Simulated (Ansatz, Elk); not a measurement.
## How far do independent atoms describe LaB3Pd?

Structure refinements treat a crystal as free atoms side by side. For a made-up structure of LaB3Pd (cell and positions from a PBEsol relaxation) the runs below show what the calculated density changes in F(hkl).

Calculated with Elk 11.2.3 (patched build); DFT, PBE, all-electron APW+lo, Dirac cores, scalar-relativistic bands, static density, no spin.

The structure was built from a prototype and need not be the compound's stable phase.

### Step 1. Set-up

Symmetry: I-4m2, No. 119, tetragonal system. Conventional cell: a = 3.538 Å, b = 3.538 Å, c = 10.443 Å, α = 90.00°, β = 90.00°, γ = 90.00°. Nearest to La lie 12 B at 2.95 to 3.15 Å and 4 Pd at 3.15 Å. Pd has 8 B at 2.06 to 2.50 Å and 4 La at 3.15 Å nearest. Nearest to B lie 4 B at 2.06 Å and 4 Pd at 2.50 Å and 4 La at 3.15 Å. B has 2 Pd at 2.06 Å and 2 B at 2.06 Å and 4 La at 2.95 Å nearest. Farther neighbours are not listed.

### Step 2. Ground state and structure factors

An all-electron density is needed, since X-rays see the cores too. Task 0 finds the density and task 195 Fourier-transforms it; tshift is off so that phases refer to the origin typed.

elk.in

```
tasks
  0
  195

xctype
  20

spinpol
  .false.

rgkmax
  7.0

gmaxvr
  14.0

lmaxo
  7

lmaxapw
  8

swidth
  0.002

tshift
  .false.

ramdisk
  .false.

hmaxvr
  5.5

maxscl
  120

epspot
  1e-06

sppath
  './'

avec
  -3.34331095080 3.34331095080 9.86717164615
  3.34331095080 -3.34331095080 9.86717164615
  3.34331095080 3.34331095080 -9.86717164615

atoms
  3
  'La.in'
  1
  0.0000000000 0.0000000000 0.0000000000   0.000000 0.000000 0.000000
  'Pd.in'
  1
  0.2500000000 0.7500000000 0.5000000000   0.000000 0.000000 0.000000
  'B.in'
  3
  0.7500000000 0.2500000000 0.5000000000   0.000000 0.000000 0.000000
  0.3510912431 0.3510912431 -0.0000000000   0.000000 0.000000 0.000000
  0.6489087569 0.6489087569 0.0000000000   0.000000 0.000000 0.000000

ngridk
  9 9 9
```

Command:

```console
> OMP_NUM_THREADS=4 elk
```

Numbers of over 12 decimals in the logs are rounded to 6 here.

The program printed:

```text
┌─────────────────────────┐
│ Elk code version 11.2.3 │
└─────────────────────────┘

All units are atomic (Hartree, Bohr, etc.)

┌─────────────────────────────────────────────────┐
│ Ground-state run starting from atomic densities │
└─────────────────────────────────────────────────┘

Lattice vectors :
  -3.343310951       3.343310951       9.867171646
   3.343310951      -3.343310951       9.867171646
   3.343310951       3.343310951      -9.867171646

Reciprocal lattice vectors :
 -0.2857067773E-16  0.9396651104      0.3183883656
  0.9396651104     -0.2857067773E-16  0.3183883656
  0.9396651104      0.9396651104     -0.7087118036E-17

Unit cell volume      :    441.1702476
Brillouin zone volume :   0.5622550813

Muffin-tin inner radius fraction :   0.1000000000E-01

Nuclei treated as point charges

Species : 1 (La)
 parameters loaded from : La.in
 name : lanthanum
 nuclear charge    :   -57.00000000
 electronic charge :    57.00000000
 atomic mass :    253209.2366
 muffin-tin radius :    2.800000000
 number of radial points in muffin-tin :   1393
 inner part over the whole radius :   0.9924947902E-02
 number on inner part of muffin-tin    :    996
 approximate nuclear radius :   0.9226798129E-04
 number of mesh points to nuclear radius :    505
 atomic positions (lattice), magnetic fields (Cartesian) :
  1 :   0.00000000  0.00000000  0.00000000    0.00000000  0.00000000  0.00000000

Species : 2 (Pd)
 parameters loaded from : Pd.in
 name : palladium
 nuclear charge    :   -46.00000000
 electronic charge :    46.00000000
 atomic mass :    193991.7927
 muffin-tin radius :    2.271029200
 number of radial points in muffin-tin :    993
 inner part over the whole radius :   0.9856680498E-02
 number on inner part of muffin-tin    :    704
 approximate nuclear radius :   0.8586907259E-04
 number of mesh points to nuclear radius :    356
 atomic positions (lattice), magnetic fields (Cartesian) :
  1 :   0.25000000  0.75000000  0.50000000    0.00000000  0.00000000  0.00000000

Species : 3 (B)
 parameters loaded from : B.in
 name : boron
 nuclear charge    :   -5.000000000
 electronic charge :    5.000000000
 atomic mass :    19707.24742
 muffin-tin radius :    1.572250985
 number of radial points in muffin-tin :    593
 inner part over the whole radius :   0.9901476417E-02
 number on inner part of muffin-tin    :    403
 approximate nuclear radius :   0.4534157419E-04
 number of mesh points to nuclear radius :    163
 atomic positions (lattice), magnetic fields (Cartesian) :
  1 :   0.75000000  0.25000000  0.50000000    0.00000000  0.00000000  0.00000000
  2 :   0.35109124  0.35109124  0.00000000    0.00000000  0.00000000  0.00000000
  3 :   0.64890876  0.64890876  0.00000000    0.00000000  0.00000000  0.00000000

Total number of atoms per unit cell :    5
Total muffin-tin volume :    189.8556050
 ratio of muffin-tin to unit cell volume :   0.4303454416

Spin treatment :
 spin-unpolarised

Number of Bravais lattice symmetries :   16
Number of crystal symmetries         :    8
Crystal has no inversion symmetry
Complex Hermitian eigensolver will be used

k-point grid :      9     9     9
k-point offset :    0.000000000       0.000000000       0.000000000
k-point set is reduced with full crystal symmetry group
Total number of k-points :      115

Muffin-tin radius times maximum |G+k| :    7.000000000
 using average radius
Maximum |G+k| for APW functions       :    3.575886697
Maximum (1/2)|G+k|²                   :    6.393482834
Maximum |G| for potential and density :    14.00000000
Constant for pseudocharge density :   10
 order of it for each species :   17  17  17
 order of it for pair densities of each species (exact exchange by exxq0 0: 18) :   17  13   5
Radial integration step length :    1

G-vector grid sizes :     49    49    49
Number of G-vectors :    20351

Maximum angular momentum used for
 APW functions            :    8
 outer part of muffin-tin :    7
 inner part of muffin-tin :    2

Total nuclear charge    :   -118.0000000
[...]
electron entropic           :    -0.60399114780230E-03
 total energy                :     -13619.698304441

Density of states at Fermi energy :    45.73335968
 (states/Hartree/unit cell)

Estimated indirect band gap :   0.3919383842E-02
 from k-point 57 to k-point 64
Estimated direct band gap   :   0.6810191983E-02
 at k-point 64

Charges :
 core                        :    80.00000000
 valence                     :    38.00000000
 interstitial                :    10.12695071
 muffin-tins (core leakage)
  species : 1 (La)
   atom 1                    :    55.14775663     (  0.2291765713E-03)
  species : 2 (Pd)
[...]
species : 3 (B)
[...]
total in muffin-tins        :    107.8730493
 total calculated charge     :    117.9990000
 total charge                :    118.0000000
 error                       :   0.9999525938E-03

RMS change in Kohn-Sham potential (target) :    3.320227694     (  0.1000000000E-05)
Absolute change in total energy (target)   :    1.339219573     (  0.1000000000E-03)

[... loops 3 to 17 left out ...]

┌──────────────────┐
│ Loop number : 18 │
└──────────────────┘

Energies :
 Fermi                       :     0.394788
 sum of occupied eigenvalues :     -8285.9242590986
 electron kinetic            :      14438.512006218
 core electron kinetic       :      14202.675723976
 Coulomb                     :     -27697.216024917
 Coulomb potential           :     -22254.083246603
 nuclear-nuclear             :     -1360.1039345676
 electron-nuclear            :     -30445.567987415
 Hartree                     :      4108.4558970655
 Madelung                    :     -16570.174401615
 xc potential                :     -470.35301871333
 exchange                    :     -354.36228175248
 correlation                 :     -6.161730
 electron entropic           :    -0.91142588527772E-03
 total energy                :     -13619.228941781

Density of states at Fermi energy :    72.69963349
 (states/Hartree/unit cell)

Estimated indirect band gap :   0.1396101127E-02
 from k-point 97 to k-point 107
Estimated direct band gap   :   0.1324706913E-01
 at k-point 107

Charges :
 core                        :    80.00000000
 valence                     :    38.00000000
 interstitial                :    8.864627957
 muffin-tins (core leakage)
  species : 1 (La)
[...]
species : 2 (Pd)
[...]
species : 3 (B)
[...]
total in muffin-tins        :    109.1353720
 total calculated charge     :    117.9988385
 total charge                :    118.0000000
 error                       :   0.1161452430E-02

RMS change in Kohn-Sham potential (target) :   0.7014109487E-06 (  0.1000000000E-05)
Absolute change in total energy (target)   :   0.4412214548E-04 (  0.1000000000E-03)

Convergence targets achieved

┌──────────────────┐
│ Loop number : 19 │
└──────────────────┘

Energies :
 Fermi                       :     0.394788
 sum of occupied eigenvalues :     -8285.9242502483
 electron kinetic            :      14438.512016282
 core electron kinetic       :      14202.675719423
 Coulomb                     :     -27697.216031883
 Coulomb potential           :     -22254.083233976
 nuclear-nuclear             :     -1360.1039345676
 electron-nuclear            :     -30445.568014279
 Hartree                     :      4108.4559169639
 Madelung                    :     -16570.174414895
 xc potential                :     -470.35303255470
 exchange                    :     -354.36228241262
 correlation                 :     -6.161730
 electron entropic           :    -0.91142550760609E-03
 total energy                :     -13619.228939347

Density of states at Fermi energy :    72.69958941
 (states/Hartree/unit cell)

Estimated indirect band gap :   0.1396105544E-02
 from k-point 92 to k-point 107
Estimated direct band gap   :   0.1324707246E-01
 at k-point 107

Charges :
 core                        :    80.00000000
 valence                     :    38.00000000
 interstitial                :    8.864627569
 muffin-tins (core leakage)
  species : 1 (La)
[...]
species : 2 (Pd)
[...]
species : 3 (B)
   atom 1                    :    3.250734541     (  0.3163620823E-03)
   atom 2                    :    3.355452530     (  0.3238339658E-03)
   atom 3                    :    3.355452530     (  0.3238339658E-03)
 total in muffin-tins        :    109.1353724
 total calculated charge     :    117.9988385
 total charge                :    118.0000000
 error                       :   0.1161452338E-02

┌──────────────────────────────┐
│ Self-consistent loop stopped │
└──────────────────────────────┘

Warning : core states of species 1 leak from the muffin-tin :   0.2210550901E-03

Warning : core states of species 3 leak from the muffin-tin :   0.3238339658E-03

Wrote STATE.OUT
```

Wall time 75 s (4 threads of Intel Xeon Platinum 8375C at 2.90GHz (Ice Lake), shared host); peak memory 0.19 GiB.

SFACRHO.OUT:

```text

h k l indices transformed by vhmat matrix:
   1.000000000       0.000000000       0.000000000    
   0.000000000       1.000000000       0.000000000    
   0.000000000       0.000000000       1.000000000    

      h      k      l  multipl.   |H|            Re(F)            Im(F)           |F|

      0      0      0      1   0.0000000       118.00000      0.38402119E-15   118.00000    
     -1     -1      1      2  0.63677673       2.7617816     -0.49745045E-14   2.7617816    
      0     -1      0      4  0.99213995       44.421565       36.548148       57.524277    
      1      0     -1      4  0.99213995       44.421565      -36.548148       57.524277    
     -2     -2      2      2   1.2735535       81.045175      0.10905644E-13   81.045175    
      0      0      1      4   1.3288871       11.083216     -0.13028885E-13   11.083216    
      1      2     -2      4   1.3398921       50.425067      -34.012347       60.823739    
     -2     -1      1      4   1.3398921       50.425067       34.012347       60.823739    
      0      2     -1      8   1.4735758       80.508063      0.21045981E-13   80.508063    
      2      2     -1      8   1.8406193       2.4586468      0.10905644E-13   2.4586468    
      3      2     -2      4   1.8485803       40.501355       30.440059       50.665145    
     -2     -3      3      4   1.8485803       40.501355      -30.440059       50.665145    
     -1      1      1      4   1.8793302       78.603720      0.21362879E-13   78.603720    
      3      3     -3      2   1.9103302       9.1853348      0.15688822E-13   9.1853348    
      0      2      0      4   1.9842799       4.7452712      0.10853131E-01   4.7452836    
      2      0      0      4   1.9842799       4.7452712     -0.10853131E-01   4.7452836    
     -1      2     -1      8   2.1251409       35.984605      -28.588772       45.958782    
     -2      1      0      8   2.1251409       35.984605       28.588772       45.958782
```

Elk indexes on the primitive cell of elk.in and gives |H| = 4π sin θ/λ in inverse bohr. Below, one row stands for each form hkl of the conventional cell (m members, Friedel mates merged), F is for one primitive cell and the density is static (no thermal factor). Free-atom factors are Waasmaier and Kirfel's, and R is Σm||F|−|F'||/Σm|F|.

| hkl | m | sin θ/λ (Å⁻¹) | abs F, DFT | neutral atoms | diff. | abs of complex diff. |
| --- | --- | --- | --- | --- | --- | --- |
| 002 | 2 | 0.096 | 2.762 | 2.309 | +0.453 | 0.453 |
| 101 | 8 | 0.149 | 57.524 | 58.026 | -0.502 | 0.573 |
| 004 | 2 | 0.192 | 81.045 | 81.755 | -0.710 | 0.710 |
| 110 | 4 | 0.200 | 11.083 | 10.651 | +0.432 | 0.432 |
| 103 | 8 | 0.202 | 60.824 | 60.902 | -0.079 | 0.535 |
| 112 | 8 | 0.222 | 80.508 | 80.798 | -0.290 | 0.290 |
| 114 | 8 | 0.277 | 2.459 | 2.159 | +0.299 | 0.299 |
| 105 | 8 | 0.278 | 50.665 | 50.814 | -0.148 | 0.183 |
| 200 | 4 | 0.283 | 78.604 | 78.795 | -0.191 | 0.191 |
| 006 | 2 | 0.287 | 9.185 | 8.845 | +0.341 | 0.341 |
| 202 | 8 | 0.298 | 4.745 | 4.497 | +0.248 | 0.248 |
| 211 | 16 | 0.320 | 45.959 | 45.928 | +0.031 | 0.098 |
| 204 | 8 | 0.341 | 65.382 | 65.370 | +0.012 | 0.019 |
| 213 | 16 | 0.347 | 48.612 | 48.661 | -0.049 | 0.098 |
| 116 | 8 | 0.350 | 70.426 | 70.364 | +0.062 | 0.062 |
| 107 | 8 | 0.364 | 42.248 | 42.158 | +0.090 | 0.119 |
| 008 | 2 | 0.383 | 65.808 | 65.743 | +0.066 | 0.066 |
| 215 | 16 | 0.396 | 43.129 | 42.994 | +0.135 | 0.155 |
| 220 | 4 | 0.400 | 66.484 | 66.439 | +0.044 | 0.044 |
| 206 | 8 | 0.403 | 8.254 | 8.381 | -0.127 | 0.127 |
| 222 | 8 | 0.411 | 4.633 | 4.762 | -0.130 | 0.130 |
| 301 | 8 | 0.427 | 39.784 | 39.696 | +0.089 | 0.148 |

### Step 3. The highest occupied states alone

An energy window below the Fermi level keeps the highest occupied states, to see at which angles they scatter; shallow core shells can lie inside it and anion s states outside. No new self-consistency is needed.

Changes to elk.in since step 2:

```diff
@@ -1,3 +1,2 @@
 tasks
-  0
   195
@@ -40,2 +39,5 @@
 
+wsfac
+  -0.156450 0.694790
+
 sppath
```

Command:

```console
> OMP_NUM_THREADS=4 elk
```

The program printed:

```text
┌─────────────────────────────────┐
│ Elk code version 11.2.3 started │
└─────────────────────────────────┘

Info(readinput): the functional depends on the density's gradient
 muffin-tin radial points multiplied by    2.00000
 (not where nrmtscf is given)

┌────────────────────┐
│ Current task : 195 │
└────────────────────┘
Info(checkmt): changed muffin-tin radius of species 2 (Pd) from   2.6000 to   2.2710
Info(checkmt): changed muffin-tin radius of species 3 (B) from   1.8000 to   1.5723

Info(sfacrho): density structure factors written to SFACRHO.OUT

 Energy window :  -0.1564500000      0.6947900000

┌──────────────────┐
│ Elk code stopped │
└──────────────────┘
```

Elapsed: 6.6 s, on 4 threads; peak memory 0.16 GiB.

States within 15 eV below the Fermi level hold 22.00 electrons; any levels below the window count with the cores. Their amplitudes can exceed the total, where window and core parts have opposite phase:

| hkl | sin θ/λ (Å⁻¹) | abs F, window | abs F, all |
| --- | --- | --- | --- |
| 002 | 0.096 | 10.159 | 2.762 |
| 101 | 0.149 | 4.658 | 57.524 |
| 004 | 0.192 | 3.747 | 81.045 |
| 110 | 0.200 | 3.145 | 11.083 |
| 103 | 0.202 | 3.711 | 60.824 |
| 112 | 0.222 | 3.901 | 80.508 |
| 114 | 0.277 | 2.697 | 2.459 |
| 105 | 0.278 | 1.916 | 50.665 |
| 200 | 0.283 | 2.769 | 78.604 |
| 006 | 0.287 | 1.655 | 9.185 |

### Step 4. Another functional

The difference from free atoms is small, so it is set against the change that LDA (Perdew-Wang) makes.

Changes to elk.in since step 3:

```diff
@@ -1,2 +1,3 @@
 tasks
+  0
   195
@@ -4,3 +5,3 @@
 xctype
-  20
+  3
 
@@ -39,5 +40,2 @@
 
-wsfac
-  -0.156450 0.694790
-
 sppath
```

Command:

```console
> OMP_NUM_THREADS=4 elk
```

The program printed:

```text
┌─────────────────────────┐
│ Elk code version 11.2.3 │
└─────────────────────────┘

All units are atomic (Hartree, Bohr, etc.)

┌─────────────────────────────────────────────────┐
│ Ground-state run starting from atomic densities │
└─────────────────────────────────────────────────┘

Lattice vectors :
  -3.343310951       3.343310951       9.867171646
   3.343310951      -3.343310951       9.867171646
   3.343310951       3.343310951      -9.867171646

Reciprocal lattice vectors :
 -0.2857067773E-16  0.9396651104      0.3183883656
[...]
species : 3 (B)
[...]
atom 2                    :    3.355774983     (  0.3468587190E-03)
   atom 3                    :    3.355774983     (  0.3468587190E-03)
 total in muffin-tins        :    109.1541649
 total calculated charge     :    117.9987880
 total charge                :    118.0000000
 error                       :   0.1211971135E-02

┌──────────────────────────────┐
│ Self-consistent loop stopped │
└──────────────────────────────┘

Warning : core states of species 1 leak from the muffin-tin :   0.2214907575E-03

Warning : core states of species 3 leak from the muffin-tin :   0.3468587190E-03

Wrote STATE.OUT
[key lines of the parts left out:]
total energy                :     -13607.455895831
```

Elapsed: 54 s, on 4 threads; peak memory 0.16 GiB.

Against the first run R = 0.03 %; the largest change is +0.036 at 4 2 10.

### Step 5. A coarser k-mesh

About half the k-points along each axis test the sampling.

Changes to elk.in since step 4:

```diff
@@ -5,3 +5,3 @@
 xctype
-  3
+  20
 
@@ -63,2 +63,2 @@
 ngridk
-  9 9 9
+  4 4 4
```

Command:

```console
> OMP_NUM_THREADS=4 elk
```

The program printed:

```text
┌─────────────────────────┐
│ Elk code version 11.2.3 │
└─────────────────────────┘

All units are atomic (Hartree, Bohr, etc.)

┌─────────────────────────────────────────────────┐
│ Ground-state run starting from atomic densities │
└─────────────────────────────────────────────────┘

Lattice vectors :
  -3.343310951       3.343310951       9.867171646
   3.343310951      -3.343310951       9.867171646
   3.343310951       3.343310951      -9.867171646

Reciprocal lattice vectors :
 -0.2857067773E-16  0.9396651104      0.3183883656
[...]
species : 3 (B)
[...]
atom 2                    :    3.355765581     (  0.3238212966E-03)
   atom 3                    :    3.355765581     (  0.3238212966E-03)
 total in muffin-tins        :    109.1334933
 total calculated charge     :    117.9988562
 total charge                :    118.0000000
 error                       :   0.1143761761E-02

┌──────────────────────────────┐
│ Self-consistent loop stopped │
└──────────────────────────────┘

Warning : core states of species 1 leak from the muffin-tin :   0.2211288442E-03

Warning : core states of species 3 leak from the muffin-tin :   0.3238212966E-03

Wrote STATE.OUT
[key lines of the parts left out:]
total energy                :     -13619.227622272
```

Wall time 23 s (4 threads); peak memory 0.18 GiB; 57 s of CPU time.

Against the first run R = 0.01 %; the largest change is -0.024 at 002.

### Step 6. Settings against the effect

| run | R against the first run (%) | R against neutral atoms, low angle (%) | wall time |
| --- | --- | --- | --- |
| PBE, rgkmax 7 | 0.00 | 0.69 | 75 s |
| LDA (Perdew-Wang) | 0.03 | 0.71 | 54 s |
| k-mesh 4×4×4 | 0.01 | 0.70 | 23 s |

### Step 7. Outcome

```
R against neutral atoms, sin θ/λ < 0.3 Å⁻¹ : 0.69 %
R against neutral atoms, 0.3 to 0.83 Å⁻¹   : 0.21 %
```

What this shows: Independent neutral atoms miss the calculated amplitudes by R = 0.69 % below 0.3 Å⁻¹ and 0.21 % from there to 0.83 Å⁻¹; by shells, 1.06 % below 0.15 Å⁻¹ (2 forms), 0.61 % 0.15 to 0.3 (9 forms), 0.23 % 0.3 to 0.45 (15 forms), 0.21 % above 0.45 (92 forms). Bonding, aspherical density and the tables' own atoms all enter these figures, and the runs don't part them. The largest change of an amplitude is -0.71 electrons, at 004. R counts amplitudes alone; phases shift too. Weak lines can change much in proportion: 002 goes from 2.31 to 2.76. The window's part falls from 22.0 electrons at the origin to at most 0.28 between 0.45 and 0.83 Å⁻¹. Below 0.3 Å⁻¹ the changes that finished (LDA (Perdew-Wang) and k-mesh 4×4×4) move F by R = 0.03 % at most, against the 0.69 % that separates it from free atoms. The basis has no finished test. These runs have no spin, though d or f shells may be open. Part of the difference isn't bonding: the tables are fits to free atoms and ions calculated by other methods than this functional. Thermal motion, anomalous dispersion and extinction are left out.

[Logs are printed without paths, hosts, clocks, repeated set-up lines and the standing remarks that a program may print on its own settings, such as how far it seeks lower states.]

[Hosts, paths, dates, database ids (printed as entryN), source tags and the programs' standing remarks are cut or masked in the printed files.]
